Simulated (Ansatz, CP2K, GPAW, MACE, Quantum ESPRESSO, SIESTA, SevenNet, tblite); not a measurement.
**SIESTA runs on random packing of Al85Si15 (at. %) (104 atoms)**

Aim: run random packing of Al85Si15 (at. %) (104 atoms) in SIESTA and see how near its forces come to a plane-wave reference, and at what cost.

Calculated with SIESTA 5.4.2; the method is named at each step.

**1. The starting structure**

The cell holds 104 atoms: 88 Al and 16 Si. Its edges and angles: a = 12.404 Å, b = 12.404 Å, c = 12.404 Å, α = 90.0°, β = 90.0°, γ = 90.0°. 104 atoms (88 Al, 16 Si) packed at random in a cube at 2.46 g/cm³ and pushed apart as soft spheres; a start for melting by ab initio MD, not an equilibrated structure. Then every atom was moved at random, 0.03 Å r.m.s. a Cartesian component.

The yardstick, on the same geometry:

- method: Kohn-Sham DFT, PBE, PAW, plane waves (Ansatz 0.2.0); cutoff 420 eV, Γ point, fermi-dirac smearing of 0.05 eV; PAW set soft_2
- r.m.s. force component: 1.426 eV/Å
- longest force: 4.778 eV/Å
- pressure: 14.21 GPa
- SCF cycles: 9
- time: 18 s on 4 threads of Arm Neoverse V1, shared host
- CPU time: 71 s

**2. PBE, DZP, shift 0.01 Ry, mesh 300 Ry**

Method: Kohn-Sham DFT, PBE, PseudoDojo 0.4.1 norm-conserving pseudopotentials (converted to PSML), numerical atomic orbitals (DZP), diagonalisation.

The .psml files are PseudoDojo norm-conserving potentials that we converted to this format, checked against plane waves on the same files for H, C, O, Si, Ge and Ca alone.

The input, input.fdf:

```
SystemLabel cell
NumberOfAtoms 104
NumberOfSpecies 2
%block ChemicalSpeciesLabel
  1 13 Al
  2 14 Si
%endblock ChemicalSpeciesLabel
LatticeConstant 1.0 Ang
%block LatticeVectors
  12.40380 0.00000 0.00000
  0.00000 12.40380 0.00000
  0.00000 0.00000 12.40380
%endblock LatticeVectors
PAO.BasisSize DZP
PAO.EnergyShift 0.01 Ry
XC.Functional GGA
XC.Authors PBE
MeshCutoff 300 Ry
%block kgrid_Monkhorst_Pack
  1 0 0 0.0
  0 1 0 0.0
  0 0 1 0.0
%endblock kgrid_Monkhorst_Pack
SolutionMethod diagon
OccupationFunction FD
ElectronicTemperature 580 K
SCF.Mixer.Method Pulay
SCF.Mixer.Weight 0.05
SCF.Mixer.History 8
SCF.Mix Hamiltonian
MaxSCFIterations 300
SCF.DM.Tolerance 1e-04
SCF.H.Tolerance 1.0e-3 eV
WriteForces T
Write.HirshfeldPop T
Write.VoronoiPop T
Write.DM F
Write.H F
XML.Write F
AtomicCoordinatesFormat Fractional
%block AtomicCoordinatesAndAtomicSpecies
  0.85670 0.09691 0.95750 1
  0.71631 0.67824 0.03142 1
  0.25399 0.33735 0.82143 1
  0.70713 0.20687 0.84635 1
  0.13490 0.38839 0.09448 1
  0.04237 0.00362 0.37639 1
  0.09947 0.73736 0.98439 1
  0.59369 0.74392 0.29818 1
  0.03854 0.37443 0.78470 1
  0.20844 0.53107 0.18945 1
  0.35161 0.40513 0.16890 1
  0.85899 0.30717 0.35800 1
  0.56901 0.06521 0.83916 1
  0.81138 0.71377 0.66060 1
  0.51407 0.83926 0.63878 1
  0.36170 0.87383 0.82338 1
  0.22251 0.87528 0.42339 1
  0.43591 0.23642 0.70813 1
  0.09655 0.28577 0.94135 1
  0.00300 0.35474 0.22500 1
  0.43267 0.18536 0.89657 1
  0.91987 0.26486 0.01296 1
  0.83701 0.73494 0.20610 1
  0.07874 0.57217 0.37285 1
  0.65528 0.34273 0.33990 1
  0.88907 0.97167 0.17253 1
  0.51908 0.57948 0.37578 1
  0.22445 0.01861 0.30743 1
  0.72324 0.00639 0.07089 1
  0.54498 0.30625 0.04565 1
  0.13956 0.21741 0.73125 1
  0.87574 0.59985 0.33246 1
  0.26102 0.73593 0.08019 1
  0.36305 0.25918 0.06023 1
  0.22358 0.97315 0.10123 1
  0.68133 0.43412 0.03186 1
  0.75910 0.29331 0.18421 1
  0.87957 0.96737 0.75162 1
  0.00304 0.70344 0.64203 1
  0.55150 0.74224 0.84693 1
  0.44885 0.40900 0.33897 1
  0.62597 0.49821 0.80233 1
  0.23015 0.63579 0.46841 1
  0.02643 0.07436 0.67776 1
  0.94408 0.46012 0.97242 1
  0.68354 0.26379 0.53660 1
  0.59163 0.88515 0.96470 1
  0.11682 0.78919 0.79940 1
  0.82295 0.43132 0.82426 1
  0.54211 0.57531 0.94963 1
  0.99969 0.91874 0.90846 1
  0.84366 0.14996 0.50829 1
  0.38972 0.67678 0.21330 1
  0.02711 0.86355 0.10398 1
  0.41762 0.00345 0.59494 1
  0.36543 0.15026 0.49296 1
[... 44 atom lines left out ...]
  0.00510 0.58637 0.15124 2
  0.39553 0.01373 0.37009 2
  0.20216 0.49227 0.96460 2
  0.90751 0.22730 0.83808 2
%endblock AtomicCoordinatesAndAtomicSpecies
```

Run with:

```bash
$ OMP_NUM_THREADS=1 mpirun -np 2 siesta < input.fdf > output.txt
```

The program printed:

```text
Version         : 5.4.2
reinit: System Name:
reinit: System Label: cell
initatom: Reading input for the pseudopotentials and atomic orbitals ----------
Species number:   1 Atomic number:   13 Label: Al
Species number:   2 Atomic number:   14 Label: Si
Ground state valence configuration (from tables):   3s02  3p01  3d00  4f00
Ground state valence configuration (from tables):   3s02  3p02  3d00  4f00
---- Processing specs for species: Al
GGA--PBE XC_GGA_X_PBE--XC_GGA_C_PBE pb
---- Processing specs for species: Si
GGA--PBE XC_GGA_X_PBE--XC_GGA_C_PBE pb
Al pseudopotential only contains V_ls up to l=2 -- lmxkb reset.
Si pseudopotential only contains V_ls up to l=2 -- lmxkb reset.
Using PAO.SplitTailNorm
%block ChemicalSpeciesLabel
    1   13 Al                      # Species index, atomic number, species label
    2   14 Si                      # Species index, atomic number, species label
%endblock ChemicalSpeciesLabel
%block PAO.Basis                 # Define Basis set
Al                    2                    # Species label, number of l-shells
 n=3   0   2                         # n, l, Nzeta
   6.130      4.449
   1.000      1.000
 n=3   1   2 P   1                   # n, l, Nzeta, Polarization, NzetaPol
   7.969      5.883
   1.000      1.000
Si                    2                    # Species label, number of l-shells
 n=3   0   2                         # n, l, Nzeta
   5.392      3.847
   1.000      1.000
 n=3   1   2 P   1                   # n, l, Nzeta, Polarization, NzetaPol
   6.844      4.952
   1.000      1.000
%endblock PAO.Basis
coor:   Atomic-coordinates input format  =     Fractional
siesta: System type = bulk
initatomlists: Number of atoms, orbitals, and projectors:    104  1352  1872
siesta: ******************** Simulation parameters ****************************
Total number of electrons:   328.000000
Total ionic charge:   328.000000
 Kpoints in:            1 . Kpoints trimmed:            1
siesta: k-grid: Number of k-points = 1
siesta: k-points from Monkhorst-Pack grid
siesta: k-cutoff (effective) =     6.202 Ang
siesta: k-point supercell and displacements
siesta: k-grid:     1     0     0      0.000
siesta: k-grid:     0     1     0      0.000
siesta: k-grid:     0     0     1      0.000
                     ====================================
                        Single-point calculation
                     ====================================
outcell: Unit cell vectors (Ang):
       12.403800    0.000000    0.000000
        0.000000   12.403800    0.000000
        0.000000    0.000000   12.403800
outcell: Cell vector modules (Ang)   :   12.403800   12.403800   12.403800
outcell: Cell angles (23,13,12) (deg):     90.0000     90.0000     90.0000
outcell: Cell volume (Ang**3)        :   1908.3774
Gamma-point calculation with multiply-connected orbital pairs
Gamma-point calculation with multiply-connected orbital pairs
Folding of H and S implicitly performed
Folding of H and S implicitly performed
new_DM -- step:     1
Initializing Density Matrix...
Attempting to read DM from file... Failed...
DM filled with atomic data:
InitMesh: MESH = 144 x 144 x 144 = 2985984
InitMesh: Mesh cutoff (required, used) =   300.000   372.492 Ry
stepf: Fermi-Dirac step function
        iscf     Eharris(eV)        E_KS(eV)     FreeEng(eV)     dDmax    Ef(eV) dHmax(eV)
   scf:    1    -6986.021596    -7291.324796    -7291.718229  1.866120 -4.804420  6.411816
   scf:    2    -7305.653795    -7300.625631    -7301.024876  0.047980 -4.799844  2.801765
   scf:    3    -7305.558409    -7303.371627    -7303.773745  0.027356 -4.796298  1.528683
   scf:    4    -7307.166403    -7305.725416    -7306.132649  0.036531 -4.790795  0.583920
   scf:    5    -7306.783037    -7306.339808    -7306.750971  0.014496 -4.789331  0.265118
   scf:    6    -7306.617805    -7306.493981    -7306.907517  0.005613 -4.789545  0.167839
[...]
scf:   16    -7306.645100    -7306.645103    -7307.063956  0.000317 -4.805965  0.001880
   scf:   17    -7306.645065    -7306.645084    -7307.063968  0.000173 -4.806188  0.001283
   scf:   18    -7306.645066    -7306.645075    -7307.063971  0.000085 -4.806292  0.000902
SCF Convergence by DM+H criterion
max |DM_out - DM_in|         :     0.0000853048
max |H_out - H_in|      (eV) :     0.0009022890
SCF cycle converged after 18 iterations
Using DM_out to compute the final energy and forces
siesta: E_KS(eV) =            -7306.6451
siesta: E_KS - E_eggbox =     -7306.6451
siesta: Atomic forces (eV/Ang):
     1    0.186502   -3.278480   -0.214018
     2   -1.060999   -1.689943    0.025672
     3    2.556170    1.670474    0.449290
     4   -0.267249    1.411450    0.087972
     5   -0.107968   -2.202753    1.246775
     6   -2.045503   -3.653142   -2.176088
[...]
102    2.820948    0.733525   -0.714712
   103   -1.045104    1.494923   -3.198882
   104    1.059387   -0.898486   -3.302593
----------------------------------------
   Tot   -0.000114    0.000244    0.001446
----------------------------------------
   Max    4.758586
   Res    1.513113    sqrt( Sum f_i^2 / 3N )
----------------------------------------
   Max    4.758586    constrained
Stress tensor Voigt[x,y,z,yz,xz,xy] (kbar):     -146.62     -159.05     -152.58       -2.93       -5.09      -20.92
(Free)E + p*V (eV/cell)    -7125.1210
Target enthalpy (eV/cell)    -7307.0640
siesta: Program's energy decomposition (eV):
siesta: Ebs     =     -3031.989131
siesta: Eions   =     15795.147578
siesta: Ena     =      7457.949792
siesta: Ekin    =      2756.349704
siesta: Enl     =      1288.387427
siesta: DEna    =       251.567613
siesta: DUscf   =        10.072243
siesta: Ex      =     -2823.028945
siesta: Ec      =      -452.795331
siesta: Exc     =     -3275.824276
siesta: Eharris =     -7306.645066
siesta: Etot    =     -7306.645075
siesta: FreeEng =     -7307.063971
siesta: Final energy (eV):
siesta:  Band Struct. =   -3031.989131
siesta:       Kinetic =    2756.349704
siesta:       Hartree =     673.233684
siesta:         Exch. =   -2823.028945
siesta:         Corr. =    -452.795331
siesta:   Exch.-corr. =   -3275.824276
siesta:  Ion-electron =   -3829.525563
siesta:       Ion-ion =   -3630.878623
siesta:         Total =   -7306.645075
siesta:         Fermi =      -4.806292
siesta: Stress tensor (static) (eV/Ang**3):
siesta:    -0.091512   -0.013057   -0.003178
siesta:    -0.013057   -0.099272   -0.001831
siesta:    -0.003179   -0.001831   -0.095233
siesta: Cell volume =       1908.377401 Ang**3
siesta: Pressure (static):
siesta:                Solid            Molecule  Units
siesta:           0.00103837          0.00131218  Ry/Bohr**3
siesta:           0.09533911          0.12047914  eV/Ang**3
siesta:         152.75009683        193.02886268  kBar
    Orbital volume contribution        =         116.716297 eV
    (Free)E + p_basis*V_orbitals       =       -7190.347675 eV
    (Free)Eharris+ p_basis*V_orbitals  =       -7190.347665 eV
Hirshfeld Atomic Populations:
Atom #   charge [q] valence [e]  Species
     1     0.007031    2.992969  Al
     2     0.058155    2.941845  Al
     3     0.031923    2.968077  Al
     4     0.086458    2.913542  Al
     5    -0.019860    3.019860  Al
     6     0.028027    2.971973  Al
[...]
89    -0.058256    4.058256  Si
    90    -0.036067    4.036067  Si
    91    -0.022821    4.022821  Si
    92    -0.045540    4.045540  Si
    93    -0.044218    4.044218  Si
    94    -0.010090    4.010090  Si
[...]
--------------------
 Total    -0.000003
Voronoi Atomic Populations:
Atom #   charge [q] valence [e]  Species
[...]
86    -0.040357    3.040357  Al
    87     0.031968    2.968032  Al
    88     0.045223    2.954777  Al
[...]
102    -0.047497    4.047497  Si
   103    -0.029253    4.029253  Si
   104    -0.072766    4.072766  Si
--------------------
 Total    -0.000003
```

Run time: 11 min. Hardware: 2 MPI ranks of Arm Neoverse V1, shared host; peak memory 3.4 GiB.

Banners, paths, timers and routine set-up lines are dropped from the logs unmarked, and long logs keep their key lines alone; longer cuts are marked.

Against the reference:

```yaml
r_m_s_force_component: 1.513 eV/Å
r_m_s_difference_of_force_components: 90.5 meV/Å
longest_difference_of_force_vectors: 311.8 meV/Å
force_difference_over_r_m_s_force: 6.347 %
slope_of_forces_against_the_reference_s: 1.061
correlation_of_force_components: 0.9999
pressure: 15.28 GPa
pressure_difference: 1.063 GPa
```

Length of the force difference by element (eV/Å):

```csv
element,atoms,mean,most
Al,88,0.14,0.31
Si,16,0.16,0.27
```

The surroundings of Al22, which bears the longest force, nearest first, numbered as they follow in the input and with coordinates relative to it.

```csv
atom,x,y,z,distance (Å),Hirshfeld charge (e),Fx,Fy,Fz (eV/Å)
Al22,0.00,0.00,0.00,0.00,-0.01,-0.88,1.57,4.76
Si104,-0.15,-0.47,-2.17,2.22,-0.06,1.06,-0.90,-3.30
Al1,-0.78,-2.08,-0.69,2.33,0.01,0.19,-3.28,-0.21
Al19,2.19,0.26,-0.89,2.38,0.00,1.62,-2.74,-0.14
Al45,0.30,2.42,-0.50,2.49,0.00,0.62,-0.04,1.94
Al37,-1.99,0.35,2.12,2.93,0.00,-2.17,-0.86,-4.16
Al66,1.39,-2.30,1.40,3.03,0.05,2.35,1.89,-1.47
Al20,1.03,1.11,2.63,3.04,0.01,-1.54,2.68,-2.48
Al5,2.67,1.53,1.01,3.24,-0.02,-0.11,-2.20,1.25
Al49,-1.20,2.06,-2.34,3.34,0.00,-0.56,0.77,2.33
Al87,-0.93,-1.51,2.91,3.41,0.01,-2.01,-2.71,0.17
Al4,-2.64,-0.72,-2.07,3.43,0.09,-0.27,1.41,0.09
Al9,1.47,1.36,-2.83,3.47,0.00,-1.29,2.42,-1.74
```

Forces lie 6.3 % from the reference's, at 19 times its CPU time (on 2 against 4 cores).

**3. Outcome**

```yaml
force_difference_from_the_reference: SIESTA PBE, DZP, shift 0.01 Ry, mesh 300 Ry, 6.3 %
its_cpu_time: 23 min
```

**Reading.** The PBE run in local orbitals differs by 6.3 % (SIESTA PBE, DZP, shift 0.01 Ry, mesh 300 Ry); basis, grid and potentials can all enter. The reference's pressure of 14 GPa belongs to a cell and atoms that aren't relaxed at this level. The electronic-structure runs sample only Γ, in a cell whose shortest periodic width is 12 Å, which is coarse for a cell with partly filled levels.

[Also dropped from logs without a mark: logging warnings of Python, and SIESTA's first energy breakdown and zero terms.]

[Logs are printed without paths, hosts, clocks, repeated set-up lines and the standing remarks that a program may print on its own settings, such as how far it seeks lower states.]

[Hosts, paths, dates, database ids (printed as entryN), source tags and the programs' standing remarks are cut or masked in the printed files.]
